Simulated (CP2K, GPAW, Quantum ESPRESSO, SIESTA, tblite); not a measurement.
# GPAW on twisted graphene bilayer, 32.20° (156 atoms): settings against a plane-wave reference, part 2 of 2

How do the settings of GPAW change the result for twisted graphene bilayer, 32.20° (156 atoms)? A plane-wave run serves as the yardstick.

Program: GPAW 26.7.0; the method stands at each step. Banners, paths, timers and routine set-up lines are dropped from the logs unmarked, and long logs keep their key lines alone; longer cuts are marked.

So far. Step 3 (PBE, LCAO dzp, h 0.22 Å): Against the first run (7.3 %), the force difference from the reference is 7.1 %, at 0.90 times the CPU time: the change moves forces by 24 meV/Å r.m.s., so most of the difference comes from elsewhere. Step 4 (RPBE, LCAO dzp, h 0.2 Å): Against the first run (7.3 %), the force difference from the reference is 8.1 %, at 1.0 times the CPU time; the model has changed, so this is no error of the program alone.

### Step 5. PBE, LCAO sz(dzp), h 0.2 Å

Method: Kohn-Sham DFT, PBE, PAW, atomic orbitals (sz(dzp)).

Contents of run.py:

```python
import numpy as np
from ase.io import read
from gpaw import GPAW, FermiDirac

atoms = read("structure.xyz")
atoms.calc = GPAW(
    mode="lcao",
    basis="sz(dzp)",
    h=0.2,
    xc="PBE",
    kpts={"size": (1, 1, 1), "gamma": True},
    occupations=FermiDirac(0.05),
    maxiter=200,
    symmetry={"point_group": False},
    txt="gpaw.txt",
)
energy = atoms.get_potential_energy(force_consistent=True)
forces = atoms.get_forces()
print(f"energy {energy:.6f} eV")
print("forces (eV/A)")
for i, (a, f) in enumerate(zip(atoms, forces)):
    print(f"{i:4d} {a.symbol:2s} {f[0]:10.5f} {f[1]:10.5f} {f[2]:10.5f}")
print(f"Fermi level {atoms.calc.get_fermi_level():.4f} eV")
for k in range(len(atoms.calc.get_ibz_k_points())):
    for s in range(atoms.calc.get_number_of_spins()):
        e = atoms.calc.get_eigenvalues(kpt=k, spin=s)
        n = np.searchsorted(e, atoms.calc.get_fermi_level())
        print(f"k {k} spin {s} levels about the Fermi level:", np.round(e[max(n - 6, 0):n], 4).tolist(), "|", np.round(e[n:n + 6], 4).tolist())
```

Contents of structure.xyz:

```xyz
156
Lattice="15.36270 0.00000 0.00000 -7.68135 13.30449 0.00000 0.00000 0.00000 15.53000" Properties=species:S:1:pos:R:3 pbc="T T T"
[... 156 atom lines left out: the same atoms as in the first run ...]
```

Launch:

```
$ OMP_NUM_THREADS=1 python run.py > output.txt
```

The program printed:

```text
energy -1174.124679 eV
forces (eV/A)
   0 C    -1.69729   -3.49900   -0.19783
   1 C    -1.59436    2.34694    0.18151
   2 C     1.40623   -5.76952    0.06931
   3 C     0.22367    1.20138    0.04245
   4 C    -0.59711    1.86321    0.46384
   5 C     4.07369    4.75323    0.02008
[...]
153 C    -1.46737   -2.66210   -0.66343
 154 C     3.15163   -0.24091    0.70869
 155 C     0.23115    3.69485   -0.72317
Fermi level -2.0847 eV
k 0 spin 0 levels about the Fermi level: [-3.8045, -3.786, -2.2081, -2.1777, -2.1545, -2.1073] | [-2.0601, -2.0227, -1.9842, -1.9613, -0.3791, -0.3157]
```

gpaw.txt:

```text
Input parameters:
  mode=LCAO(),
  basis={'default': 'sz(dzp)'},
  h=0.2,
  kpts=MonkhorstPack(size=(1, 1, 1), gamma=True),
  maxiter=200,
  occupations=Occupations(name='fermi-dirac', width=0.05, fixmagmom=False),
[... lines left out ...]
  Fermi-Dirac:
[... lines left out ...]
convergence criteria:
- Maximum [total energy] change in last 3 cyles: 0.0005 eV / valence electron
[... lines left out ...]
Converged in 15 steps
[... lines left out ...]
  Free energy:   -1174.124679
[... lines left out ...]
Fermi level: -2.085
[... lines left out ...]
|        ... |               |           |
|        378 |         6.187 |     0.000 |
Gap: 0.047 eV
Transition (v -> c):
  (s=0, k=0, n=311, [0.00, 0.00, 0.00]) -> (s=0, k=0, n=312, [0.00, 0.00, 0.00])
No difference between direct/indirect transitions
Force computation time: 6.964  # s
timing:  # [seconds]
  Total:  89.964  # ━━━━━━━━━━━━━━━━━━━━━━━━━━━━━━━━━━━━━━━━━━━━━━━━━━━━━━━━━
  Init:   12.818  # ━━━━━━━━
  SCF:    70.149  # ━━━━━━━━━━━━━━━━━━━━━━━━━━━━━━━━━━━━━━━━━━━━╸
  Forces:  6.965  # ━━━━╸
```

Run time: 91 s. Hardware: 1 thread of Arm Neoverse V1, shared host; peak memory 1.2 GiB.

Compared with the plane-wave run:

- r.m.s. force component: 2.151 eV/Å
- r.m.s. difference of force components: 549.7 meV/Å
- longest difference of force vectors: 2007 meV/Å
- force difference over r.m.s. force: 32.42 %
- slope of forces against the reference's: 1.252
- correlation of force components: 0.987

This is a coarse setting, run to see what it loses.

Against the first run (7.3 %), the force difference from the reference is 32 %, at 0.23 times the CPU time (on 1 against 2 cores), with 624 basis functions against 2028: the smaller basis costs accuracy.

### Step 6. All runs compared

Differences are against the plane-wave reference, forces as r.m.s. over components; share is that over the reference's r.m.s. force, slope the least-squares factor from reference forces to these. Total energies of different programs have different zeros and aren't compared.

```
                                     run  Δ force, r.m.s. (meV/Å)  share (%)  slope  cores  CPU time  memory (GiB)
                               reference                        -          -      -      4    45 min            11
             GPAW PBE, LCAO dzp, h 0.2 Å                      124       7.29  1.059      2   6.5 min           2.2
   GPAW PBE, LCAO dzp, h 0.22 Å (coarse)                      121       7.13  1.056      2   5.8 min           1.9
            GPAW RPBE, LCAO dzp, h 0.2 Å                      138       8.13  1.066      2   6.5 min           2.2
GPAW PBE, LCAO sz(dzp), h 0.2 Å (coarse)                      550       32.4  1.252      1      91 s           1.2
```

Rows marked coarse were listed beforehand as settings not expected to be converged; some can still land near the reference.

CPU time is summed over cores on a shared host, where runs went side by side, so it is rough. Symmetry, cutoffs, thresholds, outputs and thread counts weren't matched or tuned between programs; memory under MPI is the largest rank's times the ranks.

Within one program, basis, potentials and functional, energies share a zero. Each run against its twin at the usual cutoff or grid and solver:

```
                         run               twin  Δ energy (meV/atom)  Δ force, r.m.s. (meV/Å)  CPU time over the twin's
GPAW PBE, LCAO dzp, h 0.22 Å  LCAO dzp, h 0.2 Å                 93.9                     23.9                       0.9
```

### Step 7. Summary of results

```yaml
nearest_in_forces: GPAW PBE, LCAO dzp, h 0.22 Å (coarse), 7.1 %
its_cpu_time: 5.8 min
```

In words: The PBE run in local orbitals, coarse settings apart, differs by 7.3 % (GPAW PBE, LCAO dzp, h 0.2 Å); basis, grid and potentials can all enter. Rows with another functional or a dispersion term differ by 8.1 % (GPAW RPBE, LCAO dzp, h 0.2 Å), which mixes the change of model with differences of basis and potentials. Runs with settings chosen to be coarse differ by 7.1 % (GPAW PBE, LCAO dzp, h 0.22 Å) to 32 % (GPAW PBE, LCAO sz(dzp), h 0.2 Å), their programs' other errors included. Of the electronic-structure runs that take under half the reference's CPU time, GPAW PBE, LCAO dzp, h 0.22 Å is among the nearest, at 7.1 % in 5.8 min against 45 min. GPAW PBE, LCAO sz(dzp), h 0.2 Å stiffens the forces by a factor of 1.25 while following their directions (correlation 0.987); the slopes of the 4 GPAW runs lie between 1.06 and 1.25. The reference's PBE has no dispersion term, which matters for the binding between molecules or layers. The electronic-structure runs sample only Γ, in a cell whose shortest periodic width is 13 Å, which is coarse for a cell with partly filled levels.

[Also dropped from logs without a mark: logging warnings of Python, and SIESTA's first energy breakdown and zero terms.]

[Logs are printed without paths, hosts, clocks, repeated set-up lines and the standing remarks that a program may print on its own settings, such as how far it seeks lower states.]

[Hosts, paths, dates, database ids (printed as entryN), source tags and the programs' standing remarks are cut or masked in the printed files.]
